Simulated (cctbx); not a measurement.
**GdB2Pd3 with cctbx, script by script**

Library: cctbx 2025.11. The data are simulated by the first script.

## 1. Simulate the data

run.py:

```python
from cctbx import adptbx, crystal, miller, sgtbx, xray
from cctbx.array_family import flex
from iotbx.shelx import hklf
from scitbx import matrix
import scitbx.random

cs = crystal.symmetry(unit_cell=(5.3, 5.3, 3.207, 90, 90, 120), space_group_symbol='Hall: -P 6 2')  # P6/mmm
atoms = [  # label, site, U (iso, or U11 U22 U33 U12 U13 U23 in A^2), occupancy
    ("Gd1", (0, 0, 0), (0.0051, 0.0051, 0.0048, 0.0026, 0.0000, 0.0000), 1),
    ("Pd1", (0, 0.5, 0.5), (0.0038, 0.0039, 0.0040, 0.0019, 0.0000, 0.0000), 1),
    ("B1", (2/3, 1/3, 0), (0.0122, 0.0122, 0.0115, 0.0061, -0.0000, 0.0000), 1),
]
xs = xray.structure(crystal_symmetry=cs)
for label, site, u, occ in atoms:
    u = adptbx.u_cif_as_u_star(cs.unit_cell(), u) if isinstance(u, tuple) else u
    xs.add_scatterer(xray.scatterer(label, site=site, u=u, occupancy=occ))
xs.set_inelastic_form_factors(1.3414, "sasaki")
xs.show_summary()
p1 = xs.expand_to_p1()
ms = miller.build_set(p1, anomalous_flag=True, d_min=0.83)
flex.set_random_seed(96991)
scitbx.random.set_random_seed(96991)
ms = ms.select(flex.random_double(ms.size()) < 0.95)
i = ms.structure_factors_from_scatterers(p1, algorithm="direct").f_calc().as_intensity_array().data()
i = i / flex.sqrt(1 + 0.1 * i / flex.max(i))  # extinction
i = i * 40000 / flex.max(i)
sig = flex.sqrt(i + flex.pow2(0.03 * i) + 15 ** 2)
noise = scitbx.random.variate(scitbx.random.normal_distribution())(i.size())
data = ms.array(data=i + sig * noise, sigmas=sig).set_observation_type_xray_intensity()
with open("data.hkl", "w") as f:
    data.export_as_shelx_hklf(f)
print("reflections written:", data.size(), " <I/sigma> = %.1f" % flex.mean(data.data() / data.sigmas()))
for h, a, b in list(data.sort("data"))[:12]:
    print("%4d%4d%4d %9.1f %7.1f" % (h + (a, b)))
```

```console
$ python run.py
```

```text
Number of scatterers: 3
At special positions: 3
Unit cell: (5.3, 5.3, 3.207, 90, 90, 120)
Space group: P 6/m m m (No. 191)
reflections written: 558  <I/sigma> = 22.5
   0   2   0   42101.5  1216.6
  -2   0   0   41848.8  1216.6
   2   0   0   39715.0  1216.6
  -2   2   0   39577.4  1216.6
   2  -2   0   38597.7  1216.6
   0   0  -2   30968.5   963.7
   0   0   2   29348.5   963.7
  -4   2   0   26924.1   773.9
   2   2   0   25670.4   773.9
   0   2  -2   24757.6   712.7
   4  -2   0   24564.4   773.9
  -2  -2   0   24297.3   773.9
```

It took 0.3 s on 1 thread of Intel(R) Xeon(R) Platinum 8259CL CPU @ 2.50GHz (Skylake/Cascade Lake), with other jobs on the host, peak memory 0.07 GiB.

## 2. Refinement (right model, isotropic)

run.py:

```python
import math
from cctbx import adptbx, crystal, maptbx, sgtbx, xray
from cctbx.array_family import flex
from cctbx.xray import observations
from iotbx.shelx import hklf
from scitbx.lstbx import normal_eqns_solving
from smtbx import absolute_structure, utils
from smtbx.refinement import constraints, least_squares

cs = crystal.symmetry(unit_cell=(5.3, 5.3, 3.207, 90, 90, 120), space_group_symbol='Hall: -P 6 2')  # P6/mmm
atoms = [  # label, site, U (iso, or U11 U22 U33 U12 U13 U23 in A^2), occupancy
    ("Gd1", (0, 0, 0), 0.0200, 1),
    ("Pd1", (0, 0.5, 0.5), 0.0200, 1),
    ("B1", (2/3, 1/3, 0), 0.0200, 1),
]
xs = xray.structure(crystal_symmetry=cs)
for label, site, u, occ in atoms:
    u = adptbx.u_cif_as_u_star(cs.unit_cell(), u) if isinstance(u, tuple) else u
    xs.add_scatterer(xray.scatterer(label, site=site, u=u, occupancy=occ))
xs.set_inelastic_form_factors(1.3414, "sasaki")
raw = hklf.reader(file_name="data.hkl").as_miller_arrays(crystal_symmetry=cs, anomalous=True)[0]
merged = raw.eliminate_sys_absent().merge_equivalents()
fo2 = merged.array().set_observation_type_xray_intensity()
print("Rint %.3f, %d unique reflections to %.2f A" % (merged.r_int(), fo2.size(), fo2.d_min()))
for sc in xs.scatterers():
    sc.flags.set_grad_site(True)
    sc.flags.set_grad_u_aniso(sc.flags.use_u_aniso())
    sc.flags.set_grad_u_iso(sc.flags.use_u_iso())
obs = fo2.as_xray_observations()
extra = {}
rep = constraints.reparametrisation(xs, [], utils.connectivity_table(xs), **extra)
ls = least_squares.crystallographic_ls(obs, rep, weighting_scheme=least_squares.mainstream_shelx_weighting(a=0, b=0))
print("cycle     R1     wR2    GooF  max shift (A)")
for cycle in range(8):
    ls.build_up()
    r1, wr2, goof = ls.r1_factor(cutoff_factor=2)[0], ls.wR2(), ls.goof()
    old = xs.sites_cart()
    normal_eqns_solving.levenberg_marquardt_iterations(ls, n_max_iterations=3, tau=1e-06, step_threshold=1e-7)
    big = flex.max((xs.sites_cart() - old).norms())
    print("%4d %7.4f %7.4f %7.3f %9.5f" % (cycle + 1, r1, wr2, goof, big))
    ls.build_up(objective_only=True)
    if abs(ls.wR2() - wr2) < 5e-5 and big < 5e-4:
        break
ls.build_up()
print("final R1 %.4f wR2 %.4f GooF %.3f  parameters %d  data/parameter %.1f" % (ls.r1_factor(cutoff_factor=2)[0], ls.wR2(), ls.goof(), ls.n_parameters, fo2.size() / ls.n_parameters))
cov = ls.covariance_matrix_and_annotations()
su = dict(zip(cov.annotations, (math.sqrt(max(v, 0)) for v in cov.matrix.matrix_packed_u_diagonal())))
a2 = cs.unit_cell().reciprocal_parameters()[0] ** -2
print("atom        x        y        z      Ueq    occ   su(xyz)  su(Uiso or U11)")
for sc in xs.scatterers():
    s = max(su.get(sc.label + k, 0) for k in (".x", ".y", ".z"))
    npd = "" if sc.is_positive_definite_u(cs.unit_cell()) else "  NPD"
    print("%-5s %8.5f %8.5f %8.5f %8.4f %6.3f %8.5f %7.4f%s" % ((sc.label,) + sc.site + (sc.u_iso_or_equiv(cs.unit_cell()), sc.occupancy, s, su.get(sc.label + ".uiso", su.get(sc.label + ".u11", 0) * a2), npd)))
fo = fo2.f_sq_as_f()
fc = fo.structure_factors_from_scatterers(xs, algorithm="direct").f_calc()
diff = fo.f_obs_minus_f_calc(1 / math.sqrt(ls.scale_factor()), fc).average_bijvoet_mates()
m = diff.fft_map(symmetry_flags=maptbx.use_space_group_symmetry, resolution_factor=0.25).apply_volume_scaling()
print("difference map: max %.2f min %.2f rms %.2f" % (m.statistics().max(), m.statistics().min(), m.statistics().sigma()))
peaks = m.peak_search(parameters=maptbx.peak_search_parameters(min_distance_sym_equiv=0.6, max_clusters=6)).all()
near = xs.closest_distances(peaks.sites(), distance_cutoff=4)
sps = cs.special_position_settings(min_distance_sym_equiv=0.5)
for k, (x, h) in enumerate(zip(peaks.sites(), peaks.heights())):
    ss = sps.site_symmetry(x)
    print("Q%-3d %7.4f %7.4f %7.4f %4d %7.2f  %.2f A from %s" % ((k + 1,) + tuple(t % 1 for t in ss.exact_site()) + (ss.multiplicity(), h, near.smallest_distances[k], xs.scatterers()[near.i_seqs[k]].label)))
```

```console
$ python run.py
```

```text
Rint 0.025, 45 unique reflections to 0.83 A
cycle     R1     wR2    GooF  max shift (A)
   1  0.1139  0.2476  21.353   0.00000
   2  0.0089  0.0148   1.276   0.00000
final R1 0.0089 wR2 0.0148 GooF 1.276  parameters 3  data/parameter 15.0
atom        x        y        z      Ueq    occ   su(xyz)  su(Uiso or U11)
Gd1    0.00000  0.00000  0.00000   0.0047  1.000  0.00000  0.0002
Pd1    0.00000  0.50000  0.50000   0.0037  1.000  0.00000  0.0001
B1     0.66667  0.33333  0.00000   0.0128  1.000  0.00000  0.0015
difference map: max 0.18 min -0.97 rms 0.15
Q1    0.1799  0.3598  0.2805   12    0.19  1.63 A from Pd1
Q2    0.1696  0.5848  0.1830   12    0.18  0.95 A from B1
Q3    0.1380  0.4660  0.2712   24    0.16  1.11 A from Pd1
Q4    0.2572  0.5144  0.1621   12    0.15  0.87 A from B1
Q5    0.3333  0.6667  0.3044    4    0.13  0.98 A from B1
Q6    0.0874  0.1748  0.2085   12    0.13  1.04 A from Gd1
```

Time: 0.44 s.

## 3. Refinement (right model, anisotropic)

run.py, as its changes from the last script of this kind:

```diff
@@ -12,3 +12,3 @@
-    ("Gd1", (0, 0, 0), 0.0200, 1),
-    ("Pd1", (0, 0.5, 0.5), 0.0200, 1),
-    ("B1", (2/3, 1/3, 0), 0.0200, 1),
+    ("Gd1", (0, 0, 0), 0.0047, 1),
+    ("Pd1", (0, 0.5, 0.5), 0.0037, 1),
+    ("B1", (2/3, 1/3, 0), 0.0128, 1),
@@ -20,0 +21 @@
+xs.convert_to_anisotropic()
```

```console
$ python run.py
```

```text
Rint 0.025, 45 unique reflections to 0.83 A
cycle     R1     wR2    GooF  max shift (A)
   1  0.0088  0.0148   1.343   0.00000
   2  0.0086  0.0133   1.203   0.00000
final R1 0.0086 wR2 0.0133 GooF 1.203  parameters 7  data/parameter 6.4
atom        x        y        z      Ueq    occ   su(xyz)  su(Uiso or U11)
Gd1    0.00000  0.00000  0.00000   0.0047  1.000  0.00000  0.0002
Pd1    0.00000  0.50000  0.50000   0.0037  1.000  0.00000  0.0002
B1     0.66667  0.33333  0.00000   0.0134  1.000  0.00000  0.0023
difference map: max 0.18 min -1.04 rms 0.14
Q1    0.1690  0.3380  0.2660   12    0.19  1.69 A from Pd1
Q2    0.3333  0.6667  0.2304    4    0.18  0.74 A from B1
Q3    0.1510  0.5755  0.2076   12    0.17  1.07 A from B1
Q4    0.1390  0.4493  0.3108   24    0.16  1.09 A from Pd1
Q5    0.0000  0.3091  0.2397   12    0.13  1.31 A from Pd1
Q6    0.0754  0.1508  0.2321   12    0.12  1.02 A from Gd1
```

Time: 0.51 s.

## 4. Refinement

run.py, as its changes from the last script of this kind:

```diff
@@ -14,0 +15 @@
+    ("B2", (0.106, 0.74, 0.726), 0.0300, 1),
@@ -21 +21,0 @@
-xs.convert_to_anisotropic()
@@ -35 +35 @@
-for cycle in range(8):
+for cycle in range(12):
```

```console
$ python run.py
```

```text
Rint 0.025, 45 unique reflections to 0.83 A
cycle     R1     wR2    GooF  max shift (A)
   1  0.0891  0.2230  20.219   0.06851
   2  0.0131  0.0639   5.795   0.62168
   3  0.0094  0.0240   2.173   0.30509
   4  0.0093  0.0216   1.962   0.20243
   5  0.0092  0.0200   1.815   0.26285
   6  0.0091  0.0182   1.650   0.10414
   7  0.0090  0.0179   1.623   0.09746
   8  0.0092  0.0184   1.672   0.08166
   9  0.0091  0.0180   1.632   0.06892
  10  0.0092  0.0184   1.670   0.06577
  11  0.0091  0.0180   1.635   0.06231
  12  0.0092  0.0184   1.669   0.06131
final R1 0.0091 wR2 0.0180 GooF 1.636  parameters 7  data/parameter 6.4
atom        x        y        z      Ueq    occ   su(xyz)  su(Uiso or U11)
Gd1    0.00000  0.00000  0.00000   0.0048  1.000  0.00000  0.0002
Pd1    0.00000  0.50000  0.50000   0.0038  1.000  0.00000  0.0002
B1     0.66667  0.33333  0.00000   0.0126  1.000  0.00000  0.0019
B2     0.17535  0.78412  0.73925   1.0000  1.000  0.42247  0.4502
difference map: max 0.24 min -0.94 rms 0.15
Q1    0.0000  0.0000  0.2667    2    0.24  0.86 A from Gd1
Q2    0.1760  0.5880  0.1675   12    0.20  0.90 A from B1
Q3    0.2622  0.5243  0.0000    6    0.15  0.65 A from B1
Q4    0.1749  0.3498  0.2736   12    0.15  0.22 A from B2
Q5    0.3333  0.6667  0.3060    4    0.13  0.98 A from B1
Q6    0.0000  0.2899  0.2300   12    0.09  0.81 A from B2
```

Time: 0.76 s.

This run holds a fault made on purpose: spurious atom: B2.

## 5. Refinement

run.py, as its changes from the last script of this kind:

```diff
@@ -15 +14,0 @@
-    ("B2", (0.106, 0.74, 0.726), 0.0300, 1),
@@ -21 +20,2 @@
-xs.set_inelastic_form_factors(1.3414, "sasaki")
+# no anomalous dispersion
+xs.convert_to_anisotropic()
```

```console
$ python run.py
```

```text
Rint 0.025, 45 unique reflections to 0.83 A
cycle     R1     wR2    GooF  max shift (A)
   1  0.0317  0.0957   8.679   0.00000
   2  0.0268  0.0671   6.085   0.00000
final R1 0.0268 wR2 0.0671 GooF 6.085  parameters 7  data/parameter 6.4
atom        x        y        z      Ueq    occ   su(xyz)  su(Uiso or U11)
Gd1    0.00000  0.00000  0.00000   0.0057  1.000  0.00000  0.0009
Pd1    0.00000  0.50000  0.50000   0.0023  1.000  0.00000  0.0010
B1     0.66667  0.33333  0.00000   0.0169  1.000  0.00000  0.0113
difference map: max 5.09 min -3.63 rms 0.43
Q1    0.0000  0.0000  0.5000    1    5.37  1.60 A from Gd1
Q2    0.1133  0.4645  0.5000   12    0.65  0.71 A from Pd1
Q3    0.0000  0.5000  0.2793    6    0.61  0.71 A from Pd1
Q4    0.0000  0.0000  0.1999    2    0.59  0.64 A from Gd1
Q5    0.2024  0.4048  0.2377   12    0.55  1.42 A from B1
Q6    0.1483  0.5015  0.0000   12    0.54  0.93 A from B1
```

Time: 0.43 s.

This run holds a fault made on purpose: anomalous dispersion left out.

## 6. Refinement

run.py, as its changes from the last script of this kind:

```diff
@@ -13 +13 @@
-    ("Pd1", (0, 0.5, 0.5), 0.0037, 1),
+    ("Ag1", (0, 0.5, 0.5), 0.0037, 1),
@@ -20 +20 @@
-# no anomalous dispersion
+xs.set_inelastic_form_factors(1.3414, "sasaki")
```

```console
$ python run.py
```

```text
Rint 0.025, 45 unique reflections to 0.83 A
cycle     R1     wR2    GooF  max shift (A)
   1  0.0182  0.0457   4.143   0.00000
   2  0.0126  0.0293   2.658   0.00000
final R1 0.0126 wR2 0.0293 GooF 2.658  parameters 7  data/parameter 6.4
atom        x        y        z      Ueq    occ   su(xyz)  su(Uiso or U11)
Gd1    0.00000  0.00000  0.00000   0.0037  1.000  0.00000  0.0004
Ag1    0.00000  0.50000  0.50000   0.0040  1.000  0.00000  0.0004
B1     0.66667  0.33333  0.00000   0.0121  1.000  0.00000  0.0049
difference map: max 0.40 min -1.33 rms 0.21
Q1    0.0000  0.0000  0.1297    2    0.41  0.42 A from Gd1
Q2    0.1428  0.4608  0.3143   24    0.27  1.06 A from Ag1
Q3    0.1205  0.5603  0.2290   12    0.23  1.03 A from Ag1
Q4    0.2583  0.5166  0.0000    6    0.19  0.69 A from B1
Q5    0.1637  0.3275  0.2127   12    0.18  1.65 A from Gd1
Q6    0.0000  0.4000  0.2000   12    0.16  1.10 A from Ag1
```

Run time: 0.44 s on 1 thread of Intel(R) Xeon(R) Platinum 8259CL CPU @ 2.50GHz (Skylake/Cascade Lake), on a shared host, peak memory 0.09 GiB.

This run holds a fault made on purpose: wrong element: Ag1 is Pd.

[Logs are printed without paths, hosts, clocks, repeated set-up lines and the standing remarks that a program may print on its own settings, such as how far it seeks lower states.]
